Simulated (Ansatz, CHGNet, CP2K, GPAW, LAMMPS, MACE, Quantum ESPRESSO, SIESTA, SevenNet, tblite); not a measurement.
# CP2K on amorphous 73P2O5-20PbO-7Al2O3 (mol %) (88 atoms): settings against a plane-wave reference

Wanted: CP2K inputs and outputs for amorphous 73P2O5-20PbO-7Al2O3 (mol %) (88 atoms), checked against a plane-wave reference.

Main program and level: CP2K 2026.2; the method is named at each step.

## Step 1: Set-up

The cell holds 88 atoms: 22 P, 3 Pb, 2 Al and 61 O. Cell: a = 10.812 Å, b = 10.812 Å, c = 10.812 Å, α = 90.0°, β = 90.0°, γ = 90.0°. 88 atoms (22 P, 3 Sr, 2 Al, 61 O) placed at random at 2.63 g/cm³, melted at 5000 K for 10 ps at fixed volume with the Morse and Coulomb pair potential with partial charges (Pedone, Malavasi, Menziani, Cormack and Segre, J. Phys. Chem. B 110, 11780 (2006)). Quenched from 5000 K to 300 K at 10 K/ps and fixed volume, held 10 ps at zero pressure, then minimised at fixed cell. Then Sr was replaced by Pb and the cell scaled by 1.008 (the potential has no terms for the new elements, so the cell is a start for a DFT relaxation).

The yardstick, on the same geometry:

```
method                                           : Kohn-Sham DFT, PBE, SSSP efficiency 1.3.0 pseudopotentials, plane waves (Quantum ESPRESSO 7.5); sssp-pbe-1.3.0-efficiency, cutoffs 60/480 Ry, Γ point
r.m.s. force component                           : 1.327 eV/Å
longest force                                    : 5.957 eV/Å
pressure                                         : -1.484 GPa
gap (highest filled to lowest empty level) : 0.8821 eV
time                                             : 3.6 min on 4 MPI ranks of Arm Neoverse V2, shared host
CPU time                                         : 14 min
```

## Step 2: PBE, DZVP-MOLOPT-SR, 600/50 Ry, OT DIIS

Method: Kohn-Sham DFT, PBE, GTH-PBE pseudopotentials, Gaussian and plane waves, DZVP-MOLOPT-SR-GTH, orbital transformation.

input.inp

```
&GLOBAL
  PROJECT cell
  RUN_TYPE ENERGY_FORCE
  PRINT_LEVEL LOW
&END GLOBAL
&FORCE_EVAL
  METHOD QS
  STRESS_TENSOR ANALYTICAL
  &DFT
    BASIS_SET_FILE_NAME BASIS_MOLOPT
    POTENTIAL_FILE_NAME GTH_POTENTIALS
    &MGRID
      CUTOFF 600
      REL_CUTOFF 50
      NGRIDS 5
    &END MGRID
    &QS
      EPS_DEFAULT 1.0E-12
    &END QS
    &SCF
      SCF_GUESS ATOMIC
      EPS_SCF 1.0E-06
      MAX_SCF 30
      &OT
        MINIMIZER DIIS
        PRECONDITIONER FULL_ALL
        ENERGY_GAP 0.001
      &END OT
      &OUTER_SCF
        EPS_SCF 1.0E-06
        MAX_SCF 8
      &END OUTER_SCF
      &PRINT
        &RESTART OFF
        &END RESTART
      &END PRINT
    &END SCF
    &XC
      &XC_FUNCTIONAL PBE
      &END XC_FUNCTIONAL
    &END XC
    &PRINT
      &MULLIKEN ON
      &END MULLIKEN
      &LOWDIN ON
      &END LOWDIN
      &HIRSHFELD ON
      &END HIRSHFELD
      &MO_CUBES
        NHOMO 1
        NLUMO 4
        WRITE_CUBE F
      &END MO_CUBES
    &END PRINT
  &END DFT
  &SUBSYS
    &CELL
      A 10.81220 0.00000 0.00000
      B 0.00000 10.81220 0.00000
      C 0.00000 0.00000 10.81220
    &END CELL
    &COORD
      P 8.84654 2.12395 3.80092
      P 5.76993 4.99502 5.73133
      P 9.93101 8.64479 0.76475
      P 9.96269 4.23784 0.03200
      P 2.52011 10.10897 4.61919
      P 5.74258 1.32558 7.58043
      P 2.00491 5.03416 7.39457
      P 1.93052 1.33152 0.50980
      P 9.86711 6.52776 4.89685
      P 8.72253 2.15466 6.92575
      P 0.06628 0.04336 2.77171
      P 4.08907 3.32800 3.69583
      P 3.77573 5.40837 9.92787
      P 6.91700 9.35180 0.53704
      P 0.55175 8.61030 8.78362
      P 8.50250 4.97977 2.60401
      P 9.58415 5.08292 7.76846
      P 2.06275 7.16243 5.17483
      P 2.05789 4.34304 1.43759
      P 8.53926 9.28671 4.61292
      P 5.89719 3.10743 10.10887
      P 2.13400 2.20655 5.91535
      Pb 6.81255 8.06666 7.66607
      Pb 4.15556 9.29049 9.73660
      Pb 5.32079 7.53524 3.21977
      Al 0.59954 0.97083 8.34280
      Al 6.17852 1.35888 2.11292
      O 9.73390 2.75754 0.19440
      O 10.46318 8.64998 10.10616
      O 5.35280 10.68105 7.68574
      O 10.42145 7.46204 1.51663
      O 5.84053 8.39730 0.98294
      O 0.65565 4.50771 0.36956
      O 3.41136 4.04074 2.49394
      O 9.14474 7.88836 5.02465
      O 2.20796 8.72263 5.35085
      O 7.04674 5.31560 2.54671
      O 9.22281 5.90206 3.63712
      O 6.85818 9.49873 9.83651
      O 9.11587 4.91155 1.17799
      O 5.96228 2.44031 0.66722
      O 1.27130 10.29667 3.66761
      O 0.69295 2.30581 5.36588
      O 1.12112 0.84119 1.75147
      O 0.00605 7.74597 7.68196
      O 6.69372 10.70408 1.21702
      O 7.58292 1.48743 3.23317
      O 3.04472 6.78487 4.12139
      O 9.09468 3.59808 7.39760
      O 1.90241 8.11553 9.25719
      O 2.76046 5.11179 8.74653
      O 2.99941 2.67797 4.58351
      O 1.12090 1.23443 10.03210
      O 0.57251 6.89267 4.78786
      O 0.48482 4.97361 7.69537
      O 8.47709 6.14101 7.94891
[... 28 atom lines left out ...]
      O 3.17187 0.48785 0.33010
      O 4.73704 4.17124 10.07297
      O 3.77778 9.89457 3.84460
      O 4.50674 6.68129 9.66827
    &END COORD
    &KIND P
      BASIS_SET DZVP-MOLOPT-SR-GTH-q5
      POTENTIAL GTH-PBE-q5
    &END KIND
    &KIND Pb
      BASIS_SET DZVP-MOLOPT-SR-GTH-q4
      POTENTIAL GTH-PBE-q4
    &END KIND
    &KIND Al
      BASIS_SET DZVP-MOLOPT-SR-GTH-q3
      POTENTIAL GTH-PBE-q3
    &END KIND
    &KIND O
      BASIS_SET DZVP-MOLOPT-SR-GTH-q6
      POTENTIAL GTH-PBE-q6
    &END KIND
  &END SUBSYS
  &PRINT
    &FORCES ON
    &END FORCES
    &STRESS_TENSOR ON
    &END STRESS_TENSOR
  &END PRINT
&END FORCE_EVAL
```

Launch:

```
$ OMP_NUM_THREADS=1 mpirun -np 4 cp2k.psmp -i input.inp > output.txt
```

What it wrote:

```text
CP2K| version string:                                       CP2K version 2026.2
 CP2K| Input file name                                                 input.inp
 GLOBAL| Basis set file name                                        BASIS_MOLOPT
 GLOBAL| Potential file name                                      GTH_POTENTIALS
 GLOBAL| Run type                                                   ENERGY_FORCE
 GLOBAL| Total number of message passing processes                             4
 GLOBAL| Number of threads for this process                                    1
 TOTAL NUMBERS AND MAXIMUM NUMBERS
  Total number of            - Atomic kinds:                                   4
                             - Atoms:                                         88
                             - Shell sets:                                    88
                             - Shells:                                       440
                             - Primitive Cartesian functions:                416
                             - Cartesian basis functions:                   1232
                             - Spherical basis functions:                   1144
  Maximum angular momentum of- Orbital basis functions:                        2
                             - Local part of the GTH pseudopotential:          2
                             - Non-local part of the GTH pseudopotential:      4
 SCF PARAMETERS         Density guess:                                    ATOMIC
                        max_scf:                                              30
                        eps_scf:                                        1.00E-06
                        Outer loop SCF in use
                        eps_scf                                         1.00E-06
                        max_scf                                                8
 Extrapolation method: initial_guess
 Number of electrons:                                                        494
[... lines left out ...]
  Step     Update method      Time    Convergence         Total energy    Change
[... lines left out ...]
  Total energy:                                             -1139.084045
[... lines left out ...]
  stepsize       :    0.15000000                  energy_gap     :    0.00100000
  eps_taylor     :   0.10000E-15                  max_taylor     :             4
  ----------------------------------- OT ---------------------------------------
  Step     Update method      Time    Convergence         Total energy    Change
[...]
5 OT DIIS     0.15E+00    2.4     0.00000281     -1139.0868973849 -4.94E-07
     6 OT DIIS     0.15E+00    2.4     0.00000096     -1139.0868974543 -6.94E-08
  *** SCF run converged in     6 steps ***
  Electronic density on regular grids:       -494.0000000001       -0.0000000001
  Core density on regular grids:              493.9999999997       -0.0000000003
  Total charge density on r-space grids:       -0.0000000004
  Total charge density g-space grids:          -0.0000000004
  Overlap energy of the core charge distribution:               3.62998e-06
  Self energy of the core charge distribution:              -2927.129359
  Core Hamiltonian energy:                                    822.027503
  Hartree energy:                                            1226.748682
  Exchange-correlation energy:                               -260.733727
  Total energy:                                             -1139.086897
  outer SCF iter =    2 RMS gradient =   0.96E-06 energy =      -1139.0868974543
  outer SCF loop converged in   2 iterations or   36 steps
 !-----------------------------------------------------------------------------!
                     Mulliken Population Analysis
 #  Atom  Element  Kind  Atomic population                           Net charge
       1     P        1          4.163710                              0.836290
       2     P        1          4.383785                              0.616215
       3     P        1          4.298271                              0.701729
[...]
# Total charge                            494.000000                 -0.000000
 !-----------------------------------------------------------------------------!
 !-----------------------------------------------------------------------------!
                           Hirshfeld Charges
  #Atom  Element  Kind  Ref Charge     Population                    Net charge
      1       P      1       5.000          4.052                         0.948
      2       P      1       5.000          4.288                         0.712
      3       P      1       5.000          4.200                         0.800
[...]
87       O      4       6.000          6.394                        -0.394
     88       O      4       6.000          6.329                        -0.329
  Total Charge                                                           -0.000
 !-----------------------------------------------------------------------------!
 LOWDIN POPULATION ANALYSIS
 #  Atom  Element  Kind  Atomic population                           Net charge
[...]
87     O        4          6.515262                             -0.515262
      88     O        4          6.484792                             -0.484792
 # Total charge                            494.000000                 -0.000000
  Eigenvalues of the occupied subspace spin            1
      -0.83085361     -0.82197104     -0.81000261     -0.79987980
      -0.79428754     -0.78439588     -0.77441434     -0.77301606
      -0.76659071     -0.75574660     -0.75012840     -0.74698007
[...]
0.08564939      0.09416345      0.09718339      0.10139903
       0.10418515      0.11316901      0.12996696
 Fermi Energy [eV] :    3.536581
  Using OT eigensolver for additional unoccupied orbitals spin            1
  Lowest Eigenvalues of the unoccupied subspace spin            1
 OT| Eigensolver reached convergence in 181 iterations
       0.14964557      0.15432120      0.17227653      0.18277899
 HOMO - LUMO gap [eV] :    0.535482
 ENERGY| Total FORCE_EVAL ( QS ) energy [hartree]          -1139.086897
 FORCES| Atomic forces [hartree/bohr]
 FORCES|   Atom     x               y               z               |f|
 FORCES|      1 -5.24763635E-02 -1.54552358E-02 -2.72396404E-02   6.11116278E-02
 FORCES|      2  4.83580533E-02 -2.87396068E-02  8.84474573E-02   1.04820890E-01
 FORCES|      3  3.33446377E-02 -6.69509113E-02  2.27563867E-02   7.81801926E-02
[...]
FORCES|     87 -3.45792598E-03 -5.63588617E-03  2.79648055E-03   7.17918996E-03
 FORCES|     88 -9.84314106E-03 -7.74588839E-03  1.11068510E-02   1.67406198E-02
 FORCES| Sum    -1.24498726E-02  5.02342833E-03  1.52621482E-02
 FORCES| Total atomic force                                       2.03265179E-02
 STRESS| Analytical stress tensor [bar]
 STRESS|                        x                   y                   z
 STRESS|      x       -1.26319263333E+04   5.83545528841E+03   5.31339943914E+03
 STRESS|      y        5.83545528841E+03   4.35939752325E+03  -8.86368401048E+02
 STRESS|      z        5.31339943914E+03  -8.86368401048E+02  -1.68048139639E+04
 STRESS| 1/3 Trace                                            -8.35911425798E+03
```

Run time: 97 s. Hardware: 4 MPI ranks of Arm Neoverse V2, shared host; peak memory 2.7 GiB.

Banners and routine set-up lines are dropped from the logs; longer cuts are marked.

Numbers from this run, and their distance from the reference:

```yaml
r_m_s_force_component: 1.463 eV/Å
r_m_s_difference_of_force_components: 170.8 meV/Å
longest_difference_of_force_vectors: 728.2 meV/Å
force_difference_over_r_m_s_force: 12.87 %
slope_of_forces_against_the_reference_s: 1.099
correlation_of_force_components: 0.9972
spacing_of_highest_filled_and_lowest_empty_level: 0.5355 eV
gap_difference: -0.3466 eV
pressure: -0.8359 GPa
pressure_difference: 0.6484 GPa
```

Length of the force difference by element (eV/Å):

| element | atoms | mean | most |
| --- | --- | --- | --- |
| Al | 2 | 0.10 | 0.11 |
| O | 61 | 0.20 | 0.37 |
| P | 22 | 0.43 | 0.73 |
| Pb | 3 | 0.096 | 0.13 |

The surroundings of P4, which bears the longest force, nearest first, numbered as they follow in the input and with coordinates relative to it.

| atom | x | y | z | distance (Å) | Mulliken charge (e) | Fx | Fy | Fz (eV/Å) |
| --- | --- | --- | --- | --- | --- | --- | --- | --- |
| P4 | 0.00 | 0.00 | 0.00 | 0.00 | 0.70 | 3.30 | -5.66 | 0.18 |
| O28 | -0.23 | -1.48 | 0.16 | 1.51 | -0.46 | -0.58 | 1.11 | -0.42 |
| O80 | -0.18 | 0.59 | -1.41 | 1.54 | -0.31 | -0.37 | 0.78 | -0.38 |
| O33 | 1.51 | 0.27 | 0.34 | 1.57 | -0.40 | 0.38 | 1.69 | -1.86 |
| O40 | -0.85 | 0.67 | 1.15 | 1.58 | -0.23 | -1.08 | 2.55 | 1.57 |
| O58 | -2.77 | -0.47 | -1.06 | 3.00 | -0.41 | -1.00 | 0.12 | 0.01 |
| P16 | -1.46 | 0.74 | 2.57 | 3.05 | 0.77 | -3.26 | 0.10 | -1.79 |
| P17 | -0.38 | 0.85 | -3.08 | 3.21 | 0.86 | -1.73 | 2.61 | 1.85 |
| P19 | 2.91 | 0.11 | 1.41 | 3.23 | 0.77 | -5.00 | -1.66 | 2.97 |
| O76 | 1.99 | 0.34 | 2.61 | 3.30 | -0.42 | 1.28 | 0.55 | -0.82 |

Forces lie 13 % from the reference's, at 0.45 times its CPU time.

The forces add up to 1.0 eV/Å instead of zero, usually a sign of too coarse a grid.

## Step 3: PBE, SZV-MOLOPT-SR, 600/50 Ry, OT DIIS

Method: Kohn-Sham DFT, PBE, GTH-PBE pseudopotentials, Gaussian and plane waves, SZV-MOLOPT-SR-GTH, orbital transformation.

input.inp, as its differences from that of step 2:

```diff
@@ -46,4 +46,2 @@
       &END LOWDIN
-      &HIRSHFELD ON
-      &END HIRSHFELD
       &MO_CUBES
@@ -61,7 +59,8 @@
     &END CELL
-    &COORD
-[... 88 atom lines left out: the same atoms as in the first run ...]
-    &END COORD
+    &TOPOLOGY
+      COORD_FILE_NAME structure.xyz
+      COORD_FILE_FORMAT XYZ
+    &END TOPOLOGY
     &KIND P
-      BASIS_SET DZVP-MOLOPT-SR-GTH-q5
+      BASIS_SET SZV-MOLOPT-SR-GTH-q5
       POTENTIAL GTH-PBE-q5
@@ -69,3 +68,3 @@
     &KIND Pb
-      BASIS_SET DZVP-MOLOPT-SR-GTH-q4
+      BASIS_SET SZV-MOLOPT-SR-GTH-q4
       POTENTIAL GTH-PBE-q4
@@ -73,3 +72,3 @@
     &KIND Al
-      BASIS_SET DZVP-MOLOPT-SR-GTH-q3
+      BASIS_SET SZV-MOLOPT-SR-GTH-q3
       POTENTIAL GTH-PBE-q3
@@ -77,3 +76,3 @@
     &KIND O
-      BASIS_SET DZVP-MOLOPT-SR-GTH-q6
+      BASIS_SET SZV-MOLOPT-SR-GTH-q6
       POTENTIAL GTH-PBE-q6
```

structure.xyz

```xyz
88

P 8.84654 2.12395 3.80092
P 5.76993 4.99502 5.73133
P 9.93101 8.64479 0.76475
P 9.96269 4.23784 0.03200
P 2.52011 10.10897 4.61919
P 5.74258 1.32558 7.58043
P 2.00491 5.03416 7.39457
P 1.93052 1.33152 0.50980
P 9.86711 6.52776 4.89685
P 8.72253 2.15466 6.92575
P 0.06628 0.04336 2.77171
P 4.08907 3.32800 3.69583
P 3.77573 5.40837 9.92787
P 6.91700 9.35180 0.53704
P 0.55175 8.61030 8.78362
P 8.50250 4.97977 2.60401
P 9.58415 5.08292 7.76846
P 2.06275 7.16243 5.17483
P 2.05789 4.34304 1.43759
P 8.53926 9.28671 4.61292
[... 64 atom lines left out ...]
O 3.17187 0.48785 0.33010
O 4.73704 4.17124 10.07297
O 3.77778 9.89457 3.84460
O 4.50674 6.68129 9.66827
```

Launch:

```
$ OMP_NUM_THREADS=2 cp2k.psmp -i input.inp > output.txt
```

What it wrote:

```text
CP2K| version string:                                       CP2K version 2026.2
 CP2K| Input file name                                                 input.inp
 GLOBAL| Basis set file name                                        BASIS_MOLOPT
 GLOBAL| Potential file name                                      GTH_POTENTIALS
 GLOBAL| Run type                                                   ENERGY_FORCE
 GLOBAL| Total number of message passing processes                             1
 GLOBAL| Number of threads for this process                                    2
 TOTAL NUMBERS AND MAXIMUM NUMBERS
  Total number of            - Atomic kinds:                                   4
                             - Atoms:                                         88
[... lines left out ...]
  Step     Update method      Time    Convergence         Total energy    Change
[... lines left out ...]
  Total energy:                                             -1127.886405
[... lines left out ...]
  Step     Update method      Time    Convergence         Total energy    Change
[... lines left out ...]
  Total energy:                                             -1129.216703
[... lines left out ...]
  Step     Update method      Time    Convergence         Total energy    Change
[... lines left out ...]
  *** SCF run converged in     5 steps ***
[... lines left out ...]
  Total energy:                                             -1129.216703
[... lines left out ...]
  outer SCF loop converged in   3 iterations or   65 steps
[... lines left out ...]
 # Total charge                            494.000000                  0.000000
  Eigenvalues of the occupied subspace spin            1
      -0.83238622     -0.82102412     -0.80727081     -0.79167485
      -0.78542097     -0.77954835     -0.76689254     -0.76443563
      -0.75758761     -0.74439544     -0.74039983     -0.73572906
[...]
0.15182940      0.15261414      0.15619062      0.16198016
       0.16630225      0.17010976      0.17769133
 Fermi Energy [eV] :    4.835227
  Using OT eigensolver for additional unoccupied orbitals spin            1
  Lowest Eigenvalues of the unoccupied subspace spin            1
 OT| Eigensolver reached convergence in 59 iterations
       0.18249729      0.20470738      0.21252348      0.22594121
 HOMO - LUMO gap [eV] :    0.130777
 ENERGY| Total FORCE_EVAL ( QS ) energy [hartree]          -1129.216703
 FORCES| Atomic forces [hartree/bohr]
 FORCES|   Atom     x               y               z               |f|
 FORCES|      1 -6.71365598E-03 -3.50398569E-03 -2.48782484E-03   7.97122104E-03
 FORCES|      2  1.43536152E-02 -4.34323831E-02  4.20208601E-02   6.21140149E-02
 FORCES|      3  1.56367091E-02 -3.39478011E-02 -1.82327963E-02   4.15859921E-02
[...]
FORCES|     87  1.54594282E-01 -3.60402653E-02 -9.36227997E-02   1.84291946E-01
 FORCES|     88  8.36228217E-02  1.54881022E-01 -2.56082426E-02   1.77867055E-01
 FORCES| Sum    -1.61997354E-02  4.27459263E-03  1.61887056E-02
 FORCES| Total atomic force                                       2.32975913E-02
 STRESS| Analytical stress tensor [bar]
 STRESS|                        x                   y                   z
 STRESS|      x        3.90581012485E+05  -5.53093550943E+03  -6.04807050168E+03
 STRESS|      y       -5.53093550943E+03   3.97598850000E+05  -2.37825935128E+03
 STRESS|      z       -6.04807050168E+03  -2.37825935128E+03   3.92624617439E+05
 STRESS| 1/3 Trace                                             3.93601493308E+05
```

It took 3.7 min on 2 threads; peak memory 1.6 GiB; 6.8 min of CPU time.

Numbers from this run, and their distance from the reference:

| Property | Result |
| --- | --- |
| r.m.s. force component | 3.228 eV/Å |
| r.m.s. difference of force components | 3046 meV/Å |
| longest difference of force vectors | 9733 meV/Å |
| force difference over r.m.s. force | 229.5 % |
| slope of forces against the reference's | 0.8238 |
| correlation of force components | 0.3387 |
| gap (highest filled to lowest empty level) | 0.1308 eV |
| gap difference | -0.7513 eV |
| pressure | 39.36 GPa |
| pressure difference | 40.84 GPa |

This is a coarse setting, run to see what it loses.

Against the first run (13 %), the force difference from the reference is 229 %, at 1.1 times the CPU time (on 2 against 4 cores) (65 SCF steps against 36), with 352 basis functions against 1144: the smaller basis costs accuracy.

The forces add up to 1.2 eV/Å instead of zero, usually a sign of too coarse a grid.

(Part 1 of 2 ends here.)

[Long decimals in the printed logs are rounded to 6 places.]

[Also dropped from logs without a mark: lines with file paths, logging warnings of Python, QE's lines on negative density and diagonalisation, SIESTA's first energy breakdown, zero terms and Voronoi charges.]

[Logs are printed without paths, hosts, clocks, repeated set-up lines and the standing remarks that a program may print on its own settings, such as how far it seeks lower states.]

[Hosts, paths, dates, database ids (printed as entryN), source tags and the programs' standing remarks are cut or masked in the printed files.]

[Most failed runs of this program on this cell are left out, timed-out ones always.]
